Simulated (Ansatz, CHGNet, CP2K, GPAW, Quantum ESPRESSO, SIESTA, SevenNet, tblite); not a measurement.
## Random packing of 26Ag2S-74GeS2 (mol %) (81 atoms) in tblite

Wanted: tblite inputs and outputs for random packing of 26Ag2S-74GeS2 (mol %) (81 atoms), checked against a plane-wave reference.

Program: tblite 0.8.0. Level of theory: the method is named at each step. Results are calculated unless marked as measured.

### Step 1. The starting structure

The cell holds 81 atoms: 14 Ag, 47 S and 20 Ge. Cell: a = 12.404 Å, b = 12.404 Å, c = 12.404 Å, α = 90.0°, β = 90.0°, γ = 90.0°. 81 atoms (14 Ag, 47 S, 20 Ge) packed at random in a cube at 3.89 g/cm³ and pushed apart as soft spheres, cations and anions kept from their own kind; a start for melting by ab initio MD, not an equilibrated structure. Then every atom was moved at random, 0.03 Å r.m.s. a Cartesian component.

The yardstick, on the same geometry:

| Item | Value |
| --- | --- |
| method | Kohn-Sham DFT, PBE, SSSP efficiency 1.3.0 pseudopotentials, plane waves (Quantum ESPRESSO 7.5); sssp-pbe-1.3.0-efficiency, cutoffs 45/360 Ry, Γ point |
| r.m.s. force component | 0.7385 eV/Å |
| longest force | 3.123 eV/Å |
| pressure | -0.921 GPa |
| time | 19 min on 4 MPI ranks of Arm Neoverse V1, shared host |
| CPU time | 75 min |

### Step 2. GFN1-xTB

Method: GFN1-xTB tight binding, diagonalisation.

run.py reads:

```python
import numpy as np
from ase.io import read
from tblite.ase import TBLite

atoms = read("structure.xyz")
atoms.calc = TBLite(method="GFN1-xTB", electronic_temperature=580, accuracy=1.0, max_iterations=250, mixer_damping=0.4, verbosity=1)
energy = atoms.get_potential_energy()
forces = atoms.get_forces()
print(f"energy {energy:.6f} eV")
print("forces (eV/A)")
for i, (a, f) in enumerate(zip(atoms, forces)):
    print(f"{i:4d} {a.symbol:2s} {f[0]:10.5f} {f[1]:10.5f} {f[2]:10.5f}")
stress = -atoms.get_stress(voigt=False) * 160.21766
print("stress (GPa, compression positive)")
for row in stress:
    print(" ".join(f"{x:10.4f}" for x in row))
print("charges (e)")
print(np.array2string(atoms.get_charges(), precision=4, suppress_small=True, max_line_width=110, threshold=100000))
```

structure.xyz reads:

```xyz
81
Lattice="12.40390 0.00000 0.00000 0.00000 12.40390 0.00000 0.00000 0.00000 12.40390" Properties=species:S:1:pos:R:3 pbc="T T T"
Ag 7.06464 4.38490 2.60321
Ag 2.87857 11.37276 1.25862
Ag 9.14651 11.54220 1.43141
Ag 8.28060 8.89980 3.06711
Ag 11.39509 9.78643 8.51292
Ag 12.19787 11.45463 12.36830
Ag 5.00324 11.04208 5.68446
Ag 10.73620 8.59764 12.10348
Ag 5.27910 9.91952 8.77030
Ag 5.42162 1.89680 8.52967
Ag 0.81221 1.61586 2.30440
Ag 9.41009 12.00301 4.86295
Ag 3.46056 0.92732 4.10172
Ag 1.70206 9.24537 5.67702
S 11.16500 0.55309 1.61871
S 0.64910 7.94036 2.78592
S 10.65619 2.25974 10.01255
S 0.32535 11.81397 8.25393
S 3.73854 5.02978 6.46578
S 10.21089 6.15246 2.39854
S 7.42746 5.37089 0.41193
S 1.88266 9.34783 0.20132
S 7.21535 0.26085 0.51737
S 0.26408 4.46516 8.91568
S 4.23705 3.31494 3.96255
S 10.02545 10.15954 6.52768
S 6.96665 0.27214 9.66351
S 9.23173 4.32896 4.87076
S 1.62255 0.75453 0.11635
S 4.99766 4.99579 9.57817
S 9.92808 11.51702 9.72478
S 6.14340 2.74498 6.43651
S 10.24835 7.37970 9.23371
S 10.99841 1.88142 6.81334
S 5.79076 8.84187 4.94717
S 2.40983 2.12652 6.50659
S 11.35131 6.17565 6.52458
S 5.31408 3.20318 12.17492
S 10.51355 9.90935 2.69884
S 3.84856 8.36147 7.56514
S 1.41367 8.89062 9.47385
S 2.75317 2.51824 9.72218
S 0.12702 3.77240 4.73965
S 6.18483 9.51181 11.00747
S 7.70505 12.31993 6.60198
S 8.58734 1.96763 2.88664
S 6.33678 11.81782 3.74647
S 8.02991 3.92583 9.40786
S 8.46343 8.51118 0.60779
S 5.32251 9.24190 1.75900
S 7.27439 7.69798 7.91902
S 8.96331 7.54294 4.99232
S 1.82722 4.93998 11.65458
S 11.03029 4.69215 12.01777
S 6.33976 5.57803 4.67515
S 3.46205 11.65123 7.53686
[... 21 atom lines left out ...]
Ge 7.40674 2.49790 0.07703
Ge 3.94531 8.28432 3.51402
Ge 12.39187 6.84460 9.30950
Ge 8.03822 5.80775 6.55360
```

Run with:

```
OMP_NUM_THREADS=1 python run.py > output.txt
```

The program printed:

```text
------------------------------------------------------------
  cycle        total energy    energy error   density error
------------------------------------------------------------
      1     -245.5847831307  -2.4523873E+02   7.8955803E-01
      2     -53.62118576080   1.9196360E+02   1.3413690E+00
      3     -88.21472608462  -3.4593540E+01   1.2020090E+00
      4     -233.6107705028  -1.4539604E+02   5.5638569E-01
      5     -253.9678028236  -2.0357032E+01   4.3985229E-01
      6     -251.8599246778   2.1078781E+00   4.0928860E-01
      7     -253.0645976602  -1.2046730E+00   3.7198406E-01
      8     -252.2392653444   8.2533232E-01   3.9764661E-01
      9     -244.3177983851   7.9214670E+00   4.3307062E-01
     10     -254.5800039496  -1.0262206E+01   2.9486647E-01
     11     -255.2431413821  -6.6313743E-01   3.1271627E-01
     12     -259.0376482723  -3.7945069E+00   2.1757212E-01
     13     -260.2972964710  -1.2596482E+00   1.6533699E-01
     14     -260.6825411988  -3.8524473E-01   1.4174680E-01
     15     -260.7501489632  -6.7607764E-02   1.3373072E-01
     16     -261.5884620887  -8.3831313E-01   7.9543760E-02
     17     -261.6208550128  -3.2392924E-02   6.4152720E-02
     18     -261.7489234306  -1.2806842E-01   5.3819001E-02
     19     -261.8397776658  -9.0854235E-02   3.7472636E-02
     20     -261.8836509483  -4.3873282E-02   2.4958922E-02
     21     -261.8296468865   5.4004062E-02   3.6668331E-02
     22     -261.8773153866  -4.7668500E-02   2.4685719E-02
     23     -261.8685265945   8.7887921E-03   2.7026789E-02
     24     -261.9082268947  -3.9700300E-02   1.4029578E-02
[...]
33     -261.9194388887  -1.7318308E-07   2.0117155E-04
     34     -261.9194408527  -1.9640524E-06   1.2918368E-04
     35     -261.9194405928   2.5988027E-07   1.2587055E-04
     36     -261.9194410185  -4.2564756E-07   1.1390233E-04
     37     -261.9194416027  -5.8422603E-07   4.4775495E-05
     38     -261.9194416769  -7.4161164E-08   2.5837637E-05
     39     -261.9194416887  -1.1873851E-08   2.3642274E-05
     40     -261.9194417065  -1.7790455E-08   1.7543459E-05
------------------------------------------------------------
 total:                                  12.092 sec
energy -7127.191036 eV
forces (eV/A)
   0 Ag    0.12555    0.18591    0.34879
   1 Ag    0.05840   -0.43094   -0.11299
   2 Ag   -0.47643   -0.43888    0.17262
   3 Ag   -0.83521    0.13639   -0.48908
   4 Ag    0.98748    0.40403    0.74440
   5 Ag   -0.10747   -1.02732   -0.45014
   6 Ag    0.06921    0.54876   -0.39721
   7 Ag   -0.14181    0.18942    0.12197
   8 Ag   -0.02296    0.38542   -0.58830
   9 Ag   -0.48018    0.23257    0.72874
  10 Ag    0.78571    0.40869    1.07520
  11 Ag    0.24238    0.14007   -0.74168
  12 Ag   -0.70253    1.01573    1.15652
  13 Ag    0.18871    0.70163    0.12435
  14 S    -0.41577    0.36222    0.11717
  15 S    -0.18691   -0.68772    0.69804
  16 S    -0.34551    0.79761   -0.54116
  17 S     0.88733   -0.17383    1.07455
  18 S    -0.48123   -0.87423    0.55084
  19 S     2.12105   -1.25940   -0.03608
  20 S    -0.00116   -0.81138    0.43139
  21 S    -0.12325    0.93783    0.27886
  22 S     0.30771    0.37830   -0.80557
  23 S    -0.32693    2.32035    0.42108
[...]
73 Ge   -1.84100   -0.89736    1.38117
  74 Ge   -1.59231    0.84701   -1.82595
  75 Ge    1.37656    1.09674    0.45559
  76 Ge    0.22762    0.79583    1.56167
  77 Ge   -0.12661    0.09818    0.14252
  78 Ge    2.07616    1.14636   -1.52587
  79 Ge    1.34710    0.01821   -0.89403
  80 Ge   -0.22948    0.33158   -2.29430
stress (GPa, compression positive)
   -5.7475    -0.1131    -0.6905
   -0.1131    -7.7192     0.5981
   -0.6905     0.5981    -5.8069
charges (e)
[ 0.2195  0.2649  0.1877  0.2522  0.2395  0.1822  0.2176  0.1993  0.1853  0.2589  0.1871  0.2242  0.2223
  0.2114 -0.2636 -0.2871 -0.1543 -0.1627 -0.0316 -0.175  -0.2365 -0.2102 -0.1705 -0.088  -0.2626 -0.1923
 -0.2617 -0.1955 -0.2021 -0.2164 -0.1795 -0.1714 -0.1513 -0.157  -0.1976 -0.1686 -0.2403 -0.0989 -0.2068
 -0.2528 -0.2441 -0.1677 -0.1451 -0.1297 -0.1713 -0.154  -0.2569 -0.152  -0.2426 -0.2417 -0.1516 -0.1704
 -0.25   -0.1583 -0.2156 -0.2057 -0.2224 -0.2028 -0.0792 -0.0763 -0.1895  0.2912  0.2781  0.2209  0.3392
  0.3654  0.3388  0.3245  0.2659  0.2941  0.3556  0.2719  0.1861  0.3221  0.2029  0.3236  0.234   0.289
  0.1471  0.3121  0.3466]
```

Run time: 13 s. Hardware: 1 thread of Arm Neoverse V1, shared host; peak memory 0.16 GiB.

Banners, paths, timers and routine set-up lines are dropped from the logs unmarked, and long logs keep their key lines alone; longer cuts are marked.

Compared with the plane-wave run:

```
r.m.s. force component                  : 0.9076 eV/Å
r.m.s. difference of force components   : 692.6 meV/Å
longest difference of force vectors     : 2879 meV/Å
force difference over r.m.s. force      : 93.79 %
slope of forces against the reference's : 0.8154
correlation of force components         : 0.6635
pressure                                : -6.425 GPa
pressure difference                     : -5.503 GPa
```

Length of the force difference by element (eV/Å):

```
element  atoms  mean  most
     Ag     14  0.38  0.71
     Ge     20   1.2   2.9
      S     47   1.2   2.2
```

Local excerpt of 12 atoms (numbers count through the whole input) about Ge64, which bears the longest force; x, y, z are measured from there.

```
atom      x      y      z  distance (Å)  bonds  Mulliken charge (e)     Fx     Fy  Fz (eV/Å)
Ge64   0.00   0.00   0.00          0.00      3                 0.22  -0.33   1.49       3.59
 S43   1.72   1.37   0.16          2.20      2                -0.15   0.08   0.48      -2.51
 S34   0.19  -0.52   2.23          2.30      1                -0.16  -0.56  -0.31      -1.69
 S28  -1.58   1.92   0.29          2.51      2                -0.20  -0.27  -1.13       0.58
 S46  -2.22  -0.44  -1.70          2.83      3                -0.15  -0.15   0.27       0.19
Ag12  -1.40  -2.81   0.28          3.15      2                 0.22   0.24   0.14      -0.74
Ag11   2.40  -0.79  -2.28          3.41      2                 0.19   0.79   0.41       1.08
Ge68  -0.48   0.77  -3.33          3.45      2                 0.32   0.43   0.55      -1.06
 S15   0.35  -1.85  -2.97          3.51      3                -0.26  -0.42   0.36       0.12
Ge74  -3.56  -0.38  -0.03          3.58      2                 0.32  -1.84  -0.90       1.38
 S57   2.39  -2.67   0.44          3.61      1                -0.22  -0.38  -1.30      -2.30
Ge62   1.44   2.82  -1.90          3.69      3                 0.29  -1.78   0.98       1.18
```

Atoms are counted from 1 here, from 0 in the log.

Forces lie 94 % from the reference's, at 0.0028 times its CPU time (on 1 against 4 cores).

Further runs of this program without a result: tblite GFN2-xTB (not converged).

### Step 3. Results

| Quantity | Value |
| --- | --- |
| force difference from the reference | tblite GFN1-xTB, 94 % |
| its CPU time | 13 s |

**Reading.** Tight binding differs by 94 % (tblite GFN1-xTB); it is another model, with fitted parameters of its own, and the xTB methods hold dispersion. One electronic-structure run takes under half the reference's CPU time: tblite GFN1-xTB, at 94 % in 13 s against 75 min, too far off to be of use; its pressure misses by -5.5 GPa. Periodic xTB results under one method name differ between programs and library versions. The reference's pressure holds the uncorrected Pulay stress of its 45 Ry basis, so small pressure differences, and their order, may be the reference's own error. The electronic-structure runs sample only Γ, in a cell whose shortest periodic width is 12 Å, which is coarse for a cell with partly filled levels.

[Also dropped from logs without a mark: logging warnings of Python, and SIESTA's first energy breakdown and zero terms.]

[Logs are printed without paths, hosts, clocks, repeated set-up lines and the standing remarks that a program may print on its own settings, such as how far it seeks lower states.]

[Hosts, paths, dates, database ids (printed as entryN), source tags and the programs' standing remarks are cut or masked in the printed files.]
